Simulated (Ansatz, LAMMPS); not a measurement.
# Structural relaxation of amorphous 71HfO2-29Al2O3 (mol %) (86 atoms), part 4 of 4

Wanted: the relaxed structure of amorphous 71HfO2-29Al2O3 (mol %) (86 atoms) and its electronic structure.

Ansatz 0.2.0; Kohn-Sham DFT, PBE, PAW (set soft_2), plane waves.

The cell: 17 Hf, 14 Al and 55 O. The quench rate of 50 K/ps is orders of magnitude faster than experiment. The starting topology of bonds comes from the classical model. Only the Γ point is sampled in the main run, in a cell whose shortest periodic width is 10 Å. No spin–orbit coupling is included.

So far. Step 4 (Cell and atoms relaxed): The relaxation changed the energy by -34.9 meV/atom, and atoms moved by 0.16 Å r.m.s., 0.48 Å at most. Step 7 (K-mesh 2×2×2): Forces differ from those of the single point at the relaxed geometry by 11 meV/Å r.m.s.; the energy by -1.2 meV/atom and the pressure by +0.024 GPa. It took 4.9 min and 10 cycles; the reference's time can't be set against it, since the two runs asked for unlike analyses.

### Step 8. Functional HSE06

HSE06 mixes in a quarter of exact exchange at short range, which counters self-interaction, at a higher cost.

This step: Kohn-Sham DFT, HSE06, PAW (set soft_2), plane waves (Ansatz 0.2.0).

The input, input.yaml:

```yaml
crystal:
  lattice:
    - [10.45971, 0.10867, -0.18182]
    - [0.10867, 10.27871, 0.08071]
    - [-0.18182, 0.08071, 9.96279]
  atoms:
    [... the 86 atom lines of step 6 ...]
kpoints:
  mp_grid: { grid: [1, 1, 1] }
hamiltonian:
  xc: hse06
scf:
  occupations: { method: fermi_dirac, width: 0.025 }
output:
  forces: true
  stress: true
  populations: true
  dos:
    method: { smearing: { sigma: 0.08 } }
    de: 0.05
    projected: { site_lists: { Al: [Al], Hf: [Hf], O: [O] } }
  eigenvalues: true
```

Started as:

```
$ ansatz run input.yaml --threads 4 --pin off --max-ram 8192MiB --backend cpu --events-out ev --progress --plain --runs-dir out
```

Numbers of over 12 decimals in the logs are rounded to 6 here.

Output:

```text
Warning: output.stress: scf.convergence.dr2_threshold = 1e-7 eV (the SCF's general default) is looser than the 1.6e-9 eV advised for a printed stress (1e-10 eV for each atom of the cell: 86, of which 16 are counted). What an SCF threshold leaves in a stress goes as its square root, and in the free energy as the threshold itself, and one threshold admits the most on a small cell: [...]
Warning: output.stress: scf.exx.energy_threshold = 1e-6 eV is looser than the 1.6e-7 eV advised for a stress under a hybrid functional (1e-8 eV for each atom of the cell: 86, of which 16 are counted). Every SCF of the exchange loop can meet its threshold on dr2 while the loop round them stops early: [...]
exact exchange: scf.exx.singularity resolves to wigner_seitz, which cuts the screened interaction at the faces of the exchange supercell's Wigner-Seitz cell, so that each pair interacts once, at the shortest of its separations (the periodic images that this leaves out come, [...]
[...]
Crystal: 86 atoms, lattice volume = 1070.594 Å³
Basis set: ecut = 420 eV, 20921 PW (Γ), exchange–correlation on 144×144×144 points (8 copies of the dense FFT grid, shifted against one another)
Bands: 493, of which v1, the nominal top of the filled ones, is band 407 counted from 1 (406 counted from 0)
Symmetry: 1 space group operations
[...]
k-points: 1
[...]
SCF iter   1: F=—  HF=-306128.854539 eV  |F-HF|=—  |Δ(HF+E_count)|=         —  Δρ=3.52e-3  dr2=1.67e-1  ethr=1.77e-3  ⟨swp⟩=6.0  Hψ=2117  notcnv=0
[...]
SCF iter   4: F=—  HF=-306128.849544 eV  |F-HF|=—  |Δ(HF+E_count)|=   3.35e-3  Δρ=5.50e-4  dr2=2.40e-3  ethr=8.34e-7  ⟨swp⟩=6.0  Hψ=1171  notcnv=0  defer=5
SCF iter   5: F=-306128.850021 eV  HF=-306128.849942 eV  |F-HF|=7.92e-5  |Δ(HF+E_count)|=   3.97e-4  Δρ=1.60e-4  dr2=1.50e-4  ethr=2.95e-7  ⟨swp⟩=6.0  Hψ=1087  notcnv=0  defer=5
SCF 1 stopped early in 5 iterations: F = -306128.850021 eV  dr2 = 1.50e-4
[...]
Exchange kernel: α = 0.2500, screened, ω = 0.2079 Å⁻¹, Wigner–Seitz truncation, v(0) = 916.4869 eV·Å³, q-mesh 1×1×1, nearest image of the exchange supercell L = 9.96 Å, pair-density grid 54×54×48, without the augmentation charges, whose exchange is taken in its separable form (sized by the pseudopotential files, [...]
Frozen-core exchange: fock
SCF iter   1: F=—  HF=-306134.972343 eV  |F-HF|=—  |Δ(HF+E_count)|=         —  Δρ=9.56e-3  dr2=1.23e0  ethr=1.84e-7  ⟨swp⟩=14.0  Hψ=2832  notcnv=0
[...]
SCF iter   7: F=—  HF=-306134.221921 eV  |F-HF|=—  |Δ(HF+E_count)|=   3.96e-3  Δρ=2.22e-4  dr2=4.51e-4  ethr=2.07e-8  ⟨swp⟩=5.0  Hψ=1739  notcnv=0
SCF iter   8: F=-306134.221773 eV  HF=-306134.221802 eV  |F-HF|=2.93e-5  |Δ(HF+E_count)|=   1.19e-4  Δρ=5.71e-5  dr2=3.96e-5  ethr=2.07e-8  ⟨swp⟩=4.0  Hψ=1339  notcnv=0
SCF 2 stopped early in 8 iterations: F = -306134.221773 eV  dr2 = 3.96e-5
  Residual-converged pass: ⟨swp⟩=4.0  Hψ=1314  notcnv=0  max |occ|·‖R‖ = 6.5e-6 eV (tolerance 6.7e-6 eV)  dr2=3.98e-5  dr2_onsite=5.82e-6  max |Δocc| = 0.0e0
[...]
hybrid outer 1: dexx = +3.843e-1 eV, tail = 8.78e-3 eV
[...]
Frozen-core exchange: fock
SCF iter   1: F=—  HF=-306134.204675 eV  |F-HF|=—  |Δ(HF+E_count)|=         —  Δρ=9.58e-5  dr2=6.60e-5  ethr=5.40e-6  ⟨swp⟩=11.0  Hψ=1029  notcnv=0
[...]
SCF iter   5: F=—  HF=-306134.204742 eV  |F-HF|=—  |Δ(HF+E_count)|=   1.75e-7  Δρ=3.16e-6  dr2=1.08e-7  ethr=7.17e-11  ⟨swp⟩=5.0  Hψ=1247  notcnv=0  defer=1
SCF iter   6: F=-306134.204742 eV  HF=-306134.204742 eV  |F-HF|=1.40e-9  |Δ(HF+E_count)|=   2.26e-8  Δρ=1.27e-6  dr2=9.42e-9  ethr=1.22e-11  ⟨swp⟩=6.0  Hψ=1088  notcnv=0  defer=1
SCF 3 converged in 6 iterations: F = -306134.204742 eV  dr2 = 9.42e-9
[...]
hybrid outer 2: dexx = +3.929e-5 eV, tail = 1.08e-6 eV, Δε = 9.96e-3 eV (about 2.73e-4 eV left of the loop's levels), ΔF = 1.27e-2 eV/Å (tail 2.37e-3)
[...]
Frozen-core exchange: fock
SCF iter   1: F=—  HF=-306134.204738 eV  |F-HF|=—  |Δ(HF+E_count)|=         —  Δρ=3.13e-6  dr2=5.64e-8  ethr=6.62e-10  ⟨swp⟩=20.0  Hψ=1416  notcnv=4
[...]
SCF iter   2: F=-306134.204738 eV  HF=-306134.204738 eV  |F-HF|=2.68e-9  |Δ(HF+E_count)|=   1.09e-8  Δρ=1.01e-6  dr2=5.32e-9  ethr=6.37e-12  ⟨swp⟩=5.0  Hψ=1283  notcnv=0
SCF 4 converged in 2 iterations: F = -306134.204738 eV  dr2 = 5.32e-9
[...]
hybrid SCF converged: 3 outer / 16 inner (+5 warm-up), last move |dexx| = 1.65e-8 eV, tail = 1.38e-8 eV
Stability not checked: this state was not tested for a lower state beside it, because the functional holds exact exchange (a hybrid, or Hartree-Fock), whose exchange loop this test does not read (fock_operator; see scf.lower_state_search)
Free energy (F): -306134.204738 eV
Frozen-core exchange: fock
[...]
Internal energy: -306134.204738 eV  (E = F + TS)
E sigma→0 (E₀):  -306134.204738 eV
Fermi energy:    10.780932 eV
[...]
Σ components = -306134.204738   (vs F -306134.204738, Δ=-5.82e-11)
--- Forces (eV/Å), atoms counted from 1 ---
  atom   1  Hf    -0.13662528     0.31310241    -0.19618753
  atom   2  Hf     0.01067555    -0.06848595    -0.06190194
  atom   3  Hf     0.22468746    -0.07397150     0.07325872
  atom   4  Hf     0.10374436    -0.04293173     0.12721346
[...]
atom  86  O     -0.09295585     0.15055439    -0.09400475
  max |Σ_I F_I| component: 9.93e-5 eV/Å
--- Stress (GPa, compression-positive) ---
       -5.107443      -0.107099       0.075419
       -0.107095      -4.859940      -0.010030
        0.075419      -0.010027      -5.144580
  P = ⅓ Tr σ = -5.0373 GPa (-50.373 kbar)
--- Band table (eV) ---
[...]
--- Löwdin populations: 86 sites ---
  site symbol       q [e]
     0     Hf     24.3957
     1     Hf     24.3480
     2     Hf     24.3229
[...]
85      O      6.7636
  spilling = 0.004228 (of n_electrons = 814.000000)
```

It took 9.2 min on 4 threads of Arm Neoverse V1, shared host; peak memory 4.2 GiB; 36 min of CPU time.

The program notes that the exchange threshold is loose for the stress and the SCF threshold is loose for the stress.

Geometry and reference: those of the single point at the relaxed geometry.

Forces differ from those of the single point at the relaxed geometry by 108 meV/Å r.m.s.; the pressure by -5.0 GPa and the gap by +1.6 eV. It took 9.2 min and 21 cycles; the reference's time can't be set against it, since the two runs asked for unlike analyses.

The run gave:

```
free energy                                      : -306134.2047 eV
free energy per atom                             : -3559.7001 eV/atom
SCF cycles                                       : 21
pressure                                         : -5.037 GPa
r.m.s. force component                           : 0.1095 eV/Å
longest force                                    : 0.4607 eV/Å
Fermi energy                                     : 10.78 eV
gap (highest filled to lowest empty level) : 5.641 eV
spilling of the projection                       : 0.004228
```

Length of the force by element and coordination:

| element | coordination | atoms | mean length of the force (eV/Å) | spread | least | most |
| --- | --- | --- | --- | --- | --- | --- |
| Al | all | 14 | 0.108 | 0.0312 | 0.0577 | 0.165 |
| Al | 4 | 9 | 0.109 | 0.0317 | 0.063 | 0.165 |
| Al | 5 | 5 | 0.106 | 0.0301 | 0.0577 | 0.141 |
| Hf | all | 17 | 0.160 | 0.0798 | 0.0591 | 0.394 |
| Hf | 6 | 13 | 0.170 | 0.0866 | 0.0591 | 0.394 |
| Hf | 7 | 4 | 0.128 | 0.0371 | 0.0807 | 0.184 |
| O | all | 55 | 0.188 | 0.0883 | 0.0127 | 0.461 |
| O | 2 | 6 | 0.311 | 0.0881 | 0.199 | 0.461 |
| O | 3 | 41 | 0.183 | 0.0754 | 0.0127 | 0.340 |
| O | 4 | 8 | 0.120 | 0.0506 | 0.0316 | 0.185 |

Löwdin charges by element and coordination (they lack the spilled electrons, 0.040 e an atom on average):

| element | coordination | atoms | mean charge (e) | spread | least | most |
| --- | --- | --- | --- | --- | --- | --- |
| Al | all | 14 | 1.32 | 0.0417 | 1.25 | 1.37 |
| Al | 4 | 9 | 1.35 | 0.0213 | 1.30 | 1.37 |
| Al | 5 | 5 | 1.27 | 0.0095 | 1.25 | 1.28 |
| Hf | all | 17 | 1.65 | 0.0407 | 1.58 | 1.74 |
| Hf | 6 | 13 | 1.65 | 0.0386 | 1.58 | 1.72 |
| Hf | 7 | 4 | 1.66 | 0.0463 | 1.62 | 1.74 |
| O | all | 55 | -0.784 | 0.0501 | -0.925 | -0.696 |
| O | 2 | 6 | -0.783 | 0.0989 | -0.925 | -0.698 |
| O | 3 | 41 | -0.782 | 0.0412 | -0.859 | -0.696 |
| O | 4 | 8 | -0.794 | 0.0326 | -0.836 | -0.747 |

States in the cell by windows of 1 eV, zero at the Fermi level; the larger projections on atomic orbitals stand beside the total:

| from (eV) | to (eV) | total | O p | Hf d | Hf f |
| --- | --- | --- | --- | --- | --- |
| -18 | -17 | 0.0 | 0.0 | 0.0 | 0.0 |
| -17 | -16 | 139.9 | 0.3 | 0.0 | 139.2 |
| -16 | -15 | 98.1 | 0.2 | 0.0 | 97.5 |
| -15 | -10 | 0.0 | 0.0 | 0.0 | 0.0 |
| -10 | -9 | 8.7 | 6.3 | 0.8 | 0.0 |
| -9 | -8 | 22.9 | 16.7 | 2.4 | 0.0 |
| -8 | -7 | 47.4 | 35.7 | 6.0 | 0.1 |
| -7 | -6 | 60.0 | 47.8 | 7.1 | 0.1 |
| -6 | -5 | 65.2 | 55.6 | 5.6 | 0.1 |
| -5 | -4 | 69.1 | 62.6 | 3.5 | 0.1 |
| -4 | -3 | 52.4 | 49.2 | 1.5 | 0.1 |
| -3 | -2 | 4.4 | 4.1 | 0.1 | 0.0 |
| -2 | 2 | 0.0 | 0.0 | 0.0 | 0.0 |
| 2 | 3 | 3.0 | 0.2 | 1.5 | 0.0 |
| 3 | 4 | 33.9 | 3.4 | 26.5 | 0.0 |
| 4 | 5 | 43.2 | 5.0 | 32.1 | 0.0 |

Between -26 and -18 eV lie 110 more states.

The stored curve holds about 678 of the 814 electrons; the rest, give or take the few that broadening carries across the Fermi level, lie in deeper levels below its range.

The levels nearest the highest filled one (over half full), pooled over k-points and spins:

| level less the highest filled one (eV) | occupation |
| --- | --- |
| -0.408 | 2 |
| -0.354 | 2 |
| -0.343 | 2 |
| -0.187 | 2 |
| -0.101 | 2 |
| 0 | 2 |
| 5.64 | 0 |
| 5.84 | 0 |
| 5.94 | 0 |
| 6.00 | 0 |
| 6.05 | 0 |
| 6.12 | 0 |

### Step 9. Functional r2SCAN (500 eV)

The meta-GGA r2SCAN uses the kinetic energy density as well as the density and its gradient. Besides, the cutoff goes from 420 to 500 eV.

This step: Kohn-Sham DFT, r2SCAN, PAW (set soft_2), plane waves (Ansatz 0.2.0).

input.yaml: that of step 8 with these lines changed.

```diff
@@ -10,3 +10,3 @@
 hamiltonian:
-  xc: hse06
+  xc: r2scan
 scf:
```

Output:

```text
[...]
Crystal: 86 atoms, lattice volume = 1070.594 Å³
Basis set: ecut = 500 eV, 27179 PW (Γ), exchange–correlation on 320×300×300 points (64 copies of the dense FFT grid, shifted against one another)
Bands: 493, of which v1, the nominal top of the filled ones, is band 407 counted from 1 (406 counted from 0)
Symmetry: 1 space group operations
[...]
k-points: 1
[...]
SCF iter   1: F=—  HF=-306447.985944 eV  |F-HF|=—  |Δ(HF+E_count)|=         —  Δρ=1.00e-2  dr2=1.04e0  dr2_τ=5.47e0  ethr=1.77e-3  ⟨swp⟩=6.0  Hψ=1786  notcnv=0  defer=60
[...]
SCF iter   9: F=—  HF=-306449.807806 eV  |F-HF|=—  |Δ(HF+E_count)|=   1.13e-7  Δρ=6.31e-6  dr2=4.62e-7  dr2_τ=3.89e-8  ethr=3.93e-10  ⟨swp⟩=2.0  Hψ=823  notcnv=0  defer=77
SCF iter  10: F=-306449.807806 eV  HF=-306449.807806 eV  |F-HF|=2.66e-8  |Δ(HF+E_count)|=   1.56e-8  Δρ=2.31e-6  dr2=7.25e-8  dr2_τ=6.35e-9  ethr=1.23e-11  ⟨swp⟩=12.0  Hψ=2452  notcnv=0
SCF 1 converged in 10 iterations: F = -306449.807806 eV  dr2 = 7.25e-8
[...]
SCF converged after 10 iterations
Free energy (F): -306449.807806 eV
[...]
Internal energy: -306449.807806 eV  (E = F + TS)
E sigma→0 (E₀):  -306449.807806 eV
Fermi energy:    10.993643 eV
[...]
Σ components = -306449.807806   (vs F -306449.807806, Δ=0.00e0)
--- Forces (eV/Å), atoms counted from 1 ---
  atom   1  Hf    -0.06027899     0.21237159    -0.13748573
  atom   2  Hf     0.02205304    -0.04272270    -0.03518482
  atom   3  Hf     0.13018179    -0.01502434     0.06229370
  atom   4  Hf     0.02821388    -0.01018917     0.07636623
[...]
atom  86  O     -0.05997051     0.10562370    -0.06020194
  max |Σ_I F_I| component: 1.02e-4 eV/Å
--- Stress (GPa, compression-positive) ---
       -5.055770      -0.064115       0.031335
       -0.064128      -4.913247      -0.017944
        0.031363      -0.017968      -5.092069
  P = ⅓ Tr σ = -5.0204 GPa (-50.204 kbar)
--- Band table (eV) ---
[...]
--- Löwdin populations: 86 sites ---
  site symbol       q [e]
     0     Hf     24.4528
     1     Hf     24.4056
     2     Hf     24.3837
[...]
85      O      6.7490
  spilling = 0.004042 (of n_electrons = 814.000000)
```

The job ended after 61 s (4 threads; peak memory 3.2 GiB; 4 min of CPU time).

Geometry and reference: those of the single point at the relaxed geometry.

Forces differ from those of the single point at the relaxed geometry by 78 meV/Å r.m.s.; the pressure by -5.0 GPa and the gap by +0.52 eV. It took 61 s and 10 cycles; the reference's time can't be set against it, since the two runs asked for unlike analyses.

### Step 10. Functional PBEsol

PBEsol restores the gradient expansion of exchange for slowly varying densities and usually gives shorter bonds in solids than PBE.

This step: Kohn-Sham DFT, PBEsol, PAW (set soft_2), plane waves (Ansatz 0.2.0).

input.yaml: that of step 9 with these lines changed.

```diff
@@ -10,3 +10,3 @@
 hamiltonian:
-  xc: r2scan
+  xc: pbesol
 scf:
```

Output:

```text
[...]
Crystal: 86 atoms, lattice volume = 1070.594 Å³
Basis set: ecut = 420 eV, 20921 PW (Γ), exchange–correlation on 144×144×144 points (8 copies of the dense FFT grid, shifted against one another)
Bands: 493, of which v1, the nominal top of the filled ones, is band 407 counted from 1 (406 counted from 0)
Symmetry: 1 space group operations
[...]
k-points: 1
[...]
SCF iter   1: F=—  HF=-303489.041258 eV  |F-HF|=—  |Δ(HF+E_count)|=         —  Δρ=1.54e-2  dr2=2.24e0  ethr=1.77e-3  ⟨swp⟩=6.0  Hψ=1816  notcnv=0  defer=59
[...]
SCF iter  10: F=—  HF=-303488.484069 eV  |F-HF|=—  |Δ(HF+E_count)|=   3.59e-7  Δρ=2.94e-6  dr2=1.65e-7  ethr=1.29e-10  ⟨swp⟩=2.0  Hψ=813  notcnv=0  defer=77
SCF iter  11: F=-303488.484069 eV  HF=-303488.484069 eV  |F-HF|=1.68e-8  |Δ(HF+E_count)|=   2.46e-7  Δρ=2.80e-6  dr2=7.99e-8  ethr=1.23e-11  ⟨swp⟩=12.0  Hψ=2316  notcnv=0
SCF 1 converged in 11 iterations: F = -303488.484069 eV  dr2 = 7.99e-8
[...]
SCF converged after 11 iterations
Free energy (F): -303488.484069 eV
[...]
Internal energy: -303488.484069 eV  (E = F + TS)
E sigma→0 (E₀):  -303488.484069 eV
Fermi energy:    10.921180 eV
[...]
Σ components = -303488.484069   (vs F -303488.484069, Δ=0.00e0)
--- Forces (eV/Å), atoms counted from 1 ---
  atom   1  Hf    -0.06147297     0.07109890    -0.04305361
  atom   2  Hf     0.00610255    -0.02208104     0.00413808
  atom   3  Hf     0.14907138    -0.04865950     0.08717330
  atom   4  Hf     0.02920765    -0.03142364     0.10177798
[...]
atom  86  O     -0.24197570    -0.00336015     0.02716779
  max |Σ_I F_I| component: 1.44e-4 eV/Å
--- Stress (GPa, compression-positive) ---
       -5.022615       0.002693       0.024707
        0.002697      -5.058796      -0.018085
        0.024706      -0.018083      -5.214365
  P = ⅓ Tr σ = -5.0986 GPa (-50.986 kbar)
--- Band table (eV) ---
[...]
--- Löwdin populations: 86 sites ---
  site symbol       q [e]
     0     Hf     24.5777
     1     Hf     24.5299
     2     Hf     24.5065
[...]
85      O      6.6906
  spilling = 0.003993 (of n_electrons = 814.000000)
```

It took 32 s on 4 threads; peak memory 1.7 GiB.

Geometry and reference: those of the single point at the relaxed geometry.

Forces differ from those of the single point at the relaxed geometry by 81 meV/Å r.m.s.; the pressure by -5.1 GPa and the gap by -0.097 eV.

### Step 11. All settings compared

Each row is set against the single point at the relaxed geometry (Kohn-Sham DFT, PBE, PAW (set soft_2), plane waves; r.m.s. force component 0.00565 eV/Å). Energies are set beside the reference only for runs with its functional, potentials and electron count. Times are for 4 threads of Arm Neoverse V1, shared host. The reference's time includes grids, which some other runs skip.

| run | Δ force, r.m.s. (meV/Å) | Δ energy (meV/atom) | Δ pressure (GPa) | Δ gap (eV) | cycles | time | host memory (GiB) |
| --- | --- | --- | --- | --- | --- | --- | --- |
| reference | - | - | - | - | 10 | 33 s | 1.7 |
| k-mesh 2×2×2 | 11.5 | -1.24 | 0.0242 | -0.002 | 10 | 4.9 min | 5.8 |
| functional HSE06 | 108 | - | -5.03 | 1.59 | 21 | 9.2 min | 4.2 |
| functional r2SCAN (500 eV) | 78.1 | - | -5.01 | 0.515 | 10 | 61 s | 3.2 |
| functional PBEsol | 80.6 | - | -5.09 | -0.0968 | 11 | 32 s | 1.7 |

### Step 12. What came out

| Property | Result |
| --- | --- |
| energy change in the relaxation | -34.91 meV/atom |
| r.m.s. displacement | 0.157 Å |
| largest displacement | 0.476 Å |
| free energy per atom | -3559.6372 eV/atom |
| pressure | -0.006269 GPa |
| r.m.s. force component | 0.00565 eV/Å |
| gap (highest filled to lowest empty level) | 4.046 eV |
| wall time of the 7 DFT runs | 20 min |

In words: Relaxation lowers the energy by 34.9 meV/atom and moves atoms by 0.16 Å r.m.s.; the r.m.s. force component goes from 0.63 to 0.0056 eV/Å. Displacements are taken in the final cell, so they leave out its strain. By the final cutoffs 0 of 165 bonded pairs parted and 2 joined. The cell shrank by 1.6 % in volume. First to last step the energy falls by 3.003 eV, across changes of basis; the largest move, 0.48 Å, is that of O42. The O-Al bonds change most in mean length: from 1.795 Å (spread 0.105) to 1.819 Å (spread 0.077), and their number from 59 to 61. With the cutoffs above, 64 % of Al atoms have 4, 76 % of Hf atoms have 6 and 75 % of O atoms have 3 bonded neighbours. Counting bonds to Al alone, not to Hf, 26 % of the oxygens join two of these atoms and 54 % one; 2 % join three; 18 % join none. Filled and empty levels are parted by 4.05 eV (at Γ alone); a semilocal functional tends to put such gaps too low. In a disordered cell it changes from sample to sample, and tail or defect levels can set it.

Among the changes of functional, dispersion, potentials or spin set against this reference, functional HSE06 moves the forces most, by 108 meV/Å r.m.s. The gap changes by +1.59 eV with HSE06.

What to keep in mind: The network of bonds at the start is that of the classical potential that made the cell; in DFT 0 of its 165 bonded pairs passed out of the cutoffs and 2 came within them.

[Logs are printed without paths, hosts, clocks, repeated set-up lines and the standing remarks that a program may print on its own settings, such as how far it seeks lower states.]

[Hosts, paths, dates, database ids (printed as entryN), source tags and the programs' standing remarks are cut or masked in the printed files.]
